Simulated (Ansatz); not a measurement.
# Lattice dynamics of ZrTeSe monolayer, Janus

Aim: the vibrations of ZrTeSe monolayer, Janus, their spectra, and whether the structure is stable.

Calculated with Ansatz 0.2.0; DFT PBEsol, scalar-relativistic, plane waves, PAW; PAW set soft_1.

This is a report of a sequence of runs, with most program output left out.

## (1) The structure

The cell holds 3 atoms: 1 Zr, 1 Se and 1 Te. Its edges and angles: a = 3.750 Å, b = 3.750 Å, c = 20.000 Å, α = 90.0°, β = 90.0°, γ = 120.0°. Vacuum lies along c.

## (2) Rough relaxation

The start is far from rest, so a relaxation with loose tolerances brings it close first.

The program solves this slab on a cell height of its own, 30.0 Å, in place of the one typed.

Contents of input.yaml:

```yaml
crystal:
  lattice:
    - [3.75, 0.0, 0.0]
    - [-1.875, 3.2476, 0.0]
    - [0.0, 0.0, 20.0]
  atoms:
    - { symbol: Zr, position: [0.0, 0.0, 0.5] }
    - { symbol: Se, position: [0.333333, 0.666667, 0.575] }
    - { symbol: Te, position: [0.666667, 0.333333, 0.42] }
  periodic: [true, true, false]
kpoints:
  mp_grid: { grid: [6, 6, 1] }
hamiltonian:
  xc: pbesol
  pseudopotentials: { kind: paw, azcp: { folder: soft_1 }, xc_functional: pbe }
scf:
  occupations: { method: gaussian, width: 0.1 }
output:
  forces: true
  stress: true
  eigenvalues: true
relax:
  adjacent_minimum: "off"
  f_tol: 0.05
  max_steps: 80
  cell: { stress_2d_tol: 0.02 }
```

Started as:

```sh
$ ansatz run input.yaml --threads 4 --pin off --max-ram 16384MiB --backend cpu --events-out ev --progress --plain --runs-dir out
```

Wall time 23 s (4 threads of Arm Neoverse V1, shared host); peak memory 0.69 GiB; 72 s of CPU time.

Step by step:

```csv
step,energy less that of the first step (eV),largest force component (eV/Å),volume (Å³)
1,0.0000,3.2774,365.36
2,-0.5007,0.4730,369.53
3,-0.4659,0.8864,374.75
4,-0.5183,0.0633,376.25
5,-0.5184,0.0082,376.00
6*,-0.5187,0.0082,376.00
```

Relaxation steps marked * repeat the geometry before them on a plane-wave basis chosen anew for their cell, so energy and pressure can jump there. Relaxation step 3 was tried and not accepted.

Forces are held to the 6 operations that the run works with; a distortion that breaks them can't arise in this run.

```csv
cell as run,before,after,change
a (Å),3.750,3.804,+1.4 %
b (Å),3.750,3.804,+1.4 %
```

The atoms that moved most (Å, along periodic axes as changes of fractional coordinates times the final cell, across vacuum about the mean position):

```csv
atom,dx,dy,dz,length
Te3,0.000,0.000,-0.195,0.195
Zr1,0.000,0.000,0.101,0.101
Se2,0.000,0.000,0.094,0.094
```

Final coordinates:

```xyz
3
Lattice="3.8043 0.0000 0.0000 -1.9021 3.2946 0.0000 0.0000 0.0000 30.0000" Properties=species:S:1:pos:R:3
Zr    0.0000    0.0000   10.1010
Se    0.0000    2.1964   11.5935
Te    1.9021    1.0982    8.2054
```

This step gave:

```
gap on the k-mesh : 0 eV
area per atom     : 4.178 Å²
```

The relaxation ends with a largest force component of 0.0082 eV/Å.

## (3) Bringing the structure to rest

Harmonic phonons are second derivatives at a point where the forces vanish, and they are wanted at zero stress, so atoms and cell are relaxed first.

Contents of input.yaml:

```yaml
crystal:
  lattice:
    - [3.8042570838, 0.0, 0.0]
    - [-1.9021285419, 3.2945832771, 0.0]
    - [0.0, 0.0, 30.0]
  atoms:
    - { symbol: Zr, position: [0.0, 0.0, 0.3367010154] }
    - { symbol: Se, position: [0.3333333333, 0.6666666667, 0.3864507677] }
    - { symbol: Te, position: [0.6666666667, 0.3333333333, 0.2735148835] }
  periodic: [true, true, false]
kpoints:
  mp_grid: { grid: [12, 12, 1] }
hamiltonian:
  xc: pbesol
  pseudopotentials: { kind: paw, azcp: { folder: soft_1 }, xc_functional: pbe }
scf:
  occupations: { method: gaussian, width: 0.1 }
output:
  forces: true
  stress: true
  eigenvalues: true
  write_density: true
  write_potential: true
  elf: true
  volumetric_format: npy
relax:
  adjacent_minimum: "off"
  f_tol: 0.005
  max_steps: 80
  cell: { stress_2d_tol: 0.02 }
```

It took 35 s on 4 threads; peak memory 0.77 GiB.

Little changed from the start: no atom moved by 0.005 Å and no cell edge by 0.1 %.

This step gave:

- area per atom: 4.184 Å²

Valence density in the ac plane at fractional y = 0.000, with atoms of Zr within 0.2 Å of it. It is the smooth field of the valence electrons, not physical close to the nuclei.

Values in e/Å³, 24 rows by 14 columns, each cell a mean:
```
0.0 0.0 0.0 0.0 0.0 0.0 0.0 0.0 0.0 0.0 0.0 0.0 0.0 0.0
0.0 0.0 0.0 0.0 0.0 0.0 0.0 0.0 0.0 0.0 0.0 0.0 0.0 0.0
0.0 0.0 0.0 0.0 0.0 0.0 0.0 0.0 0.0 0.0 0.0 0.0 0.0 0.0
0.0 0.0 0.0 0.0 0.0 0.0 0.0 0.0 0.0 0.0 0.0 0.0 0.0 0.0
0.0 0.0 0.0 0.0 0.0 0.0 0.0 0.0 0.0 0.0 0.0 0.0 0.0 0.0
0.0 0.0 0.0 0.0 0.0 0.0 0.0 0.0 0.0 0.0 0.0 0.0 0.0 0.0
0.0 0.0 0.0 0.0 0.0 0.0 0.0 0.0 0.0 0.0 0.0 0.0 0.0 0.0
0.0 0.0 0.0 0.0 0.0 0.0 0.0 0.0 0.0 0.0 0.0 0.0 0.0 0.0
0.0 0.0 0.0 0.0 0.0 0.0 0.0 0.0 0.0 0.0 0.0 0.0 0.0 0.0
0.0 0.0 0.0 0.0 0.0 0.0 0.0 0.0 0.0 0.0 0.0 0.0 0.0 0.0
0.0 0.0 0.0 0.0 0.0 0.0 0.0 0.0 0.0 0.0 0.0 0.0 0.0 0.0
0.0 0.0 0.0 0.0 0.0 0.0 0.0 0.0 0.0 0.0 0.0 0.0 0.0 0.0
0.0 0.0 0.0 0.0 0.0 0.0 0.0 0.0 0.0 0.0 0.0 0.0 0.0 0.0
0.0 0.0 0.0 0.0 0.0 0.0 0.0 0.0 0.0 0.0 0.0 0.0 0.0 0.0
0.1 0.1 0.1 0.1 0.2 0.3 0.3 0.3 0.3 0.2 0.2 0.1 0.1 0.1
3.0 2.9 1.8 0.7 0.3 0.2 0.2 0.2 0.2 0.2 0.4 1.0 2.3 2.9
1.8 1.6 1.0 0.4 0.2 0.2 0.2 0.2 0.2 0.2 0.3 0.6 1.2 1.7
0.1 0.1 0.1 0.1 0.2 0.3 0.3 0.4 0.3 0.3 0.2 0.1 0.1 0.1
0.0 0.0 0.0 0.0 0.0 0.1 0.1 0.1 0.1 0.0 0.0 0.0 0.0 0.0
0.0 0.0 0.0 0.0 0.0 0.0 0.0 0.0 0.0 0.0 0.0 0.0 0.0 0.0
0.0 0.0 0.0 0.0 0.0 0.0 0.0 0.0 0.0 0.0 0.0 0.0 0.0 0.0
0.0 0.0 0.0 0.0 0.0 0.0 0.0 0.0 0.0 0.0 0.0 0.0 0.0 0.0
0.0 0.0 0.0 0.0 0.0 0.0 0.0 0.0 0.0 0.0 0.0 0.0 0.0 0.0
0.0 0.0 0.0 0.0 0.0 0.0 0.0 0.0 0.0 0.0 0.0 0.0 0.0 0.0
```
Columns run along a (3.8 Å), rows up along c (30.0 Å). Atoms in or near the plane, at fractional coordinates: Zr at (0.00, 0.34).

Electrostatic potential energy in the ac plane at fractional y = 0.000, with atoms of Zr within 0.2 Å of it. With pseudopotentials it is smooth inside the atoms' cores, unlike the true potential.

Ten even steps from '_' (-17 eV) to '@' (0 eV), each cell a mean:
```
@@@@@@@@@@@@@@@@@@@@@@@@@@@@
@@@@@@@@@@@@@@@@@@@@@@@@@@@@
@@@@@@@@@@@@@@@@@@@@@@@@@@@@
@@@@@@@@@@@@@@@@@@@@@@@@@@@@
@@@@@@@@@@@@@@@@@@@@@@@@@@@@
@@@@@@@@@@@@@@@@@@@@@@@@@@@@
@@@@@@@@@@@@@@@@@@@@@@@@@@@@
@@@@@@@@@@@@@@@@@@@@@@@@@@@@
@@@@@@@@@@@@@@@@@@@@@@@@@@@@
@@@@@@@@@@@@@@@@@@@@@@@@@@@@
@@@@@@@@@@@@@@@@@@@@@@@@@@@@
@@@@@@@@@@@@@@@@@@@@@@@@@@@@
@@@@@@@@@@@@@@@@@@@@@@@@@@@@
@@@@@@@@@@@@@@@@@@@@@@@@@@@@
**##########******##########
______..--**######++::______
....::--++**######**==::....
%%%%%%%%##++==--==**##%%%%%%
@@@@@@@@@@@@@@@@@@@@@@@@@@@@
@@@@@@@@@@@@@@@@@@@@@@@@@@@@
@@@@@@@@@@@@@@@@@@@@@@@@@@@@
@@@@@@@@@@@@@@@@@@@@@@@@@@@@
@@@@@@@@@@@@@@@@@@@@@@@@@@@@
@@@@@@@@@@@@@@@@@@@@@@@@@@@@
```
Columns run along a (3.8 Å; values clipped at the 3rd and 97th percentile), rows up along c (30.0 Å). Atoms in or near the plane, at fractional coordinates: Zr at (0.00, 0.34).

ELF in the ac plane at fractional y = 0.000, with atoms of Zr within 0.2 Å of it. It is the smooth field of the valence electrons, not physical close to the nuclei.

Ten even steps from '0' (0.00) to '9' (0.74), each cell a mean:
```
00000000000000
00000000000000
00000000000000
00000000000000
00000000000000
00000000000000
00000000000000
00000000000000
00000000000000
00000000000000
00000000000000
00000000000000
00000000000000
00012455532100
01257999997411
67853456533687
56544567654566
11368888887531
00024677653100
00000000000000
00000000000000
00000000000000
00000000000000
00000000000000
```
Columns run along a (3.8 Å), rows up along c (30.0 Å). Atoms in or near the plane, at fractional coordinates: Zr at (0.00, 0.34).

## (4) Tight relaxation

Phonons need a cell at rest on their own settings, so the relaxation is repeated with tight tolerances on forces and stress, using the mesh and the filling of the phonon run that follows.

input.yaml, the sections that differ from step 3:

```yaml
crystal:
  lattice:
    - [3.8071202804, 0.0, 0.0]
    - [-1.9035601402, 3.2970628781, 0.0]
    - [0.0, 0.0, 30.0]
  atoms:
    - { symbol: Zr, position: [0.0, 0.0, 0.3367022529] }
    - { symbol: Se, position: [0.3333333333, 0.6666666667, 0.3863554457] }
    - { symbol: Te, position: [0.6666666667, 0.3333333333, 0.273608968] }
  periodic: [true, true, false]
scf:
  occupations: { method: methfessel_paxton, width: 0.2 }
relax:
  adjacent_minimum: "off"
  f_tol: 0.001
  max_steps: 60
  cell: { stress_2d_tol: 0.002 }
# kpoints, hamiltonian, output: as in step 3
```

Run time: 32 s. Hardware: 4 threads; peak memory 0.78 GiB.

Little changed from the start: no atom moved by 0.005 Å and no cell edge by 0.1 %.

Numbers from this step:

| Item | Value |
| --- | --- |
| area per atom | 4.185 Å² |

ELF in the ac plane at fractional y = 0.333, with atoms of Te within 0.2 Å of it. It is the smooth field of the valence electrons, not physical close to the nuclei.

Ten even steps from '_' (0.00) to '@' (0.76), each cell a mean:
```
____________________________
____________________________
____________________________
____________________________
____________________________
____________________________
____________________________
____________________________
____________________________
____________________________
____________________________
____________________________
____________________________
--==++++==::..____________..
%%@@@@@@@@##++::______..--**
----====--::::::::::::::::::
==::..::--++******++********
##==::--**%%**==::....--**##
==..____--**%%@@@@@@@@@@@@##
____________..::--------::..
____________________________
____________________________
____________________________
____________________________
```
Columns run along a (3.8 Å), rows up along c (30.0 Å). Atoms in or near the plane, at fractional coordinates: Te at (0.67, 0.27).

Valence density in the ac plane at fractional y = 0.333, with atoms of Te within 0.2 Å of it. It is the smooth field of the valence electrons, not physical close to the nuclei.

Ten steps, logarithmic in the rise over the least value, from '_' (0 e/Å³) to '@' (10 e/Å³), each cell a mean:
```
____________________________
____________________________
____________________________
____________________________
____________________________
____________________________
____________________________
____________________________
____________________________
____________________________
____________________________
____________________________
____________________________
____________________________
::------::::..__________....
::------::::................
::::::::::::--==++++++==--::
::......::--==##@@@@@@##++--
__________....::::::::::....
____________________________
____________________________
____________________________
____________________________
____________________________
```
Columns run along a (3.8 Å), rows up along c (30.0 Å). Atoms in or near the plane, at fractional coordinates: Te at (0.67, 0.27).

Electrostatic potential energy in the ac plane at fractional y = 0.333, with atoms of Te within 0.2 Å of it. With pseudopotentials it is smooth inside the atoms' cores, unlike the true potential.

Values in eV, 24 rows by 14 columns, each cell a mean:
```
  0   0   0   0   0   0   0   0   0   0   0   0   0   0
  0   0   0   0   0   0   0   0   0   0   0   0   0   0
  0   0   0   0   0   0   0   0   0   0   0   0   0   0
  0   0   0   0   0   0   0   0   0   0   0   0   0   0
  0   0   0   0   0   0   0   0   0   0   0   0   0   0
  0   0   0   0   0   0   0   0   0   0   0   0   0   0
  0   0   0   0   0   0   0   0   0   0   0   0   0   0
  0   0   0   0   0   0   0   0   0   0   0   0   0   0
  0   0   0   0   0   0   0   0   0   0   0   0   0   0
  0   0   0   0   0   0   0   0   0   0   0   0   0   0
  0   0   0   0   0   0   0   0   0   0   0   0   0   0
  0   0   0   0   0   0   0   0   0   0   0   0   0   0
  0   0   0   0   0   0   0   0   0   0   0   0   0   0
 -1  -1  -1  -1  -1   0   0   0   0   0   0   0   0   0
 -5  -6  -7  -7  -5  -3  -2  -1  -1  -1  -1  -1  -2  -3
 -9 -11 -12 -12  -9  -7  -5  -3  -2  -2  -2  -3  -4  -6
 -7  -7  -8  -8  -7  -7  -8  -9 -10 -10 -10 -10  -9  -7
 -5  -3  -2  -2  -4 -10 -14 -14 -10  -6  -7 -13 -14 -12
 -1  -1   0  -1  -1  -2  -3  -4  -5  -6  -6  -5  -3  -2
  0   0   0   0   0   0   0   0   0   0   0   0   0   0
  0   0   0   0   0   0   0   0   0   0   0   0   0   0
  0   0   0   0   0   0   0   0   0   0   0   0   0   0
  0   0   0   0   0   0   0   0   0   0   0   0   0   0
  0   0   0   0   0   0   0   0   0   0   0   0   0   0
```
Columns run along a (3.8 Å; values clipped at the 3rd and 97th percentile), rows up along c (30.0 Å). Atoms in or near the plane, at fractional coordinates: Te at (0.67, 0.27).

The largest force component left is 0.65 meV/Å, within the tolerances set.

## (5) Zone-centre response

The zone centre comes first: it holds the modes that light can see, as far as symmetry allows. No field response is asked, since the mesh shows no gap.

input.yaml, the sections that differ from step 4:

```yaml
crystal:
  lattice:
    - [3.8077078611, 0.0, 0.0]
    - [-1.9038539306, 3.2975717379, 0.0]
    - [0.0, 0.0, 30.0]
  atoms:
    - { symbol: Zr, position: [0.0, 0.0, 0.3366972572] }
    - { symbol: Se, position: [0.3333333333, 0.6666666667, 0.3863553994] }
    - { symbol: Te, position: [0.6666666667, 0.3333333333, 0.27361401] }
  periodic: [true, true, false]
output:
  eigenvalues: true
phonons:
  method: dfpt
# kpoints, hamiltonian, scf: as in step 4
# relax: removed
```

The job ended after 2.2 min (4 threads; peak memory 1.9 GiB).

This step gave:

```yaml
sum_rule_residual_before_enforcement: 9.37e-5 eV/Å²
point_group: 3m
highest_optical_mode_at_the_zone_centre_no_lo_to_term: 247.6 cm⁻¹
lowest_optical_zone_centre_mode: 97.56 cm⁻¹
```

Patterns of degenerate modes are one choice out of their space. Modes at Γ, with each element's share of the kinetic energy:

```csv
mode,frequency (cm⁻¹),symmetry,Zr %,Se %,Te %
1,0.0,acoustic,31,27,43
2,0.0,acoustic,31,27,43
3,0.0,acoustic,31,27,43
4,97.6,E,31,13,56
5,97.6,E,31,13,56
6,152.3,E,39,60,1
7,152.3,E,39,60,1
8,155.8,A1,3,48,48
9,247.6,A1,66,25,9
```

Displacements in mode 4 (97.6 cm⁻¹), the largest set to 1:
```
Zr1  0.00 -0.87  0.00
Se2  0.00 -0.61  0.00
Te3  0.00  1.00  0.00
```

Displacements in mode 9 (247.6 cm⁻¹), the largest set to 1:
```
Zr1  0.00  0.00  1.00
Se2  0.00  0.00 -0.66
Te3  0.00  0.00 -0.31
```

Before it was imposed, the acoustic sum rule was missed by 9.4e-5 eV/Å². Small misses are needed for a sound result but don't prove that mesh and cutoff are converged. The lowest optical mode is real, 97.6 cm⁻¹.

## (6) The dispersion

Stability and thermal properties need the whole zone. Linear response on a 3×3×1 q mesh gives force constants as far as a supercell of that size would.

Changes to input.yaml since step 5:

```diff
@@ -21 +21,10 @@
   method: dfpt
+  qmesh: [3, 3, 1]
+  temperatures: { t_max: 1000, t_step: 50 }
+  qpath:
+    path:
+      - [0.0, 0.0, 0.0]
+      - [0.5, 0.0, 0.0]
+      - [0.33333333, 0.33333333, 0.0]
+      - [0.0, 0.0, 0.0]
+    npoints: 10
```

Wall time 9 min (4 threads); peak memory 2.4 GiB.

This step gave:

```yaml
sum_rule_residual_before_enforcement: 7.17e-5 eV/Å²
lowest_frequency_on_the_path: -5.228 cm⁻¹
highest_frequency_on_the_path_or_at_a_solved_wavevector: 247.6 cm⁻¹
lowest_optical_zone_centre_mode: 97.55 cm⁻¹
lowest_mode_on_the_q_mesh_acoustic_modes_at_gamma_apart: 47.94 cm⁻¹
```

Frequencies (cm⁻¹) solved at each irreducible wavevector; negative means imaginary. Frequencies by wavevector, by row:

```csv
q in reciprocal lattice units,star,mode 1,mode 2,mode 3,mode 4,mode 5,mode 6,mode 7,mode 8,mode 9
0 0 0,1,0,0,0,97.5,97.5,152.3,152.3,155.8,247.6
0 0.3333 0,6,47.9,68.6,92,101.5,134.7,147,155.4,191.1,229.6
0.3333 0.3333 0,2,63.5,98.7,107.8,128,137.1,147.9,183.8,199.6,219.3
```

Interpolated from a 3×3×1 q mesh. Phonon branches along the path, in cm⁻¹:

```csv
point,branch 1,branch 2,branch 3,branch 4,branch 5,branch 6,branch 7,branch 8,branch 9
Γ,0,0,0,98,98,152,152,156,248
halfway,34,51,80,93,126,148,153,192,225
M,62,82,96,115,141,145,157,185,242
halfway,62,90,110,118,137,152,171,185,234
K,64,99,108,128,137,148,184,200,219
halfway,40,56,91,102,129,148,160,195,220
Γ,0,0,0,98,98,152,152,156,248
```

The phonon density of states has structure finer than the step of the table below, so its rows give means over 10 cm⁻¹, whole bins alone (the curve runs from -5 to 249 cm⁻¹). Peaks (cm⁻¹: height): 61.0: 0.106, 95.0: 0.123, 109.0: 0.0879, 137.0: 0.160, 149.0: 0.248, 157.0: 0.0862, 185.0: 0.0963.

Tetrahedra on a 21×21×1 mesh, mean over bins of 2 cm-1. Interpolated from a 3×3×1 q mesh. Table of phonon density of states by wavenumber; means over each step:

wavenumber (cm⁻¹), phonon density of states (1/cm⁻¹/cell) and a bar:
```
        0      0.004 #
       10      0.007 ##
       20      0.012 ###
       30      0.017 ####
       40      0.022 #####
       50      0.032 ########
       60      0.058 ##############
       70      0.018 ####
       80      0.032 ########
       90      0.049 ############
      100      0.068 ################
      110      0.056 ##############
      120      0.039 ##########
      130      0.031 #######
      140      0.053 #############
      150      0.124 ##############################
      160      0.048 ############
      170      0.020 #####
      180      0.030 #######
      190      0.073 ##################
      200      0.004 #
      210      0.000 
      220      0.028 #######
      230      0.047 ###########
      240      0.024 ######
```

(Part 1 of 2 ends here.)

[Logs are printed without paths, hosts, clocks, repeated set-up lines and the standing remarks that a program may print on its own settings, such as how far it seeks lower states.]

[Hosts, paths, dates, database ids (printed as entryN), source tags and the programs' standing remarks are cut or masked in the printed files.]
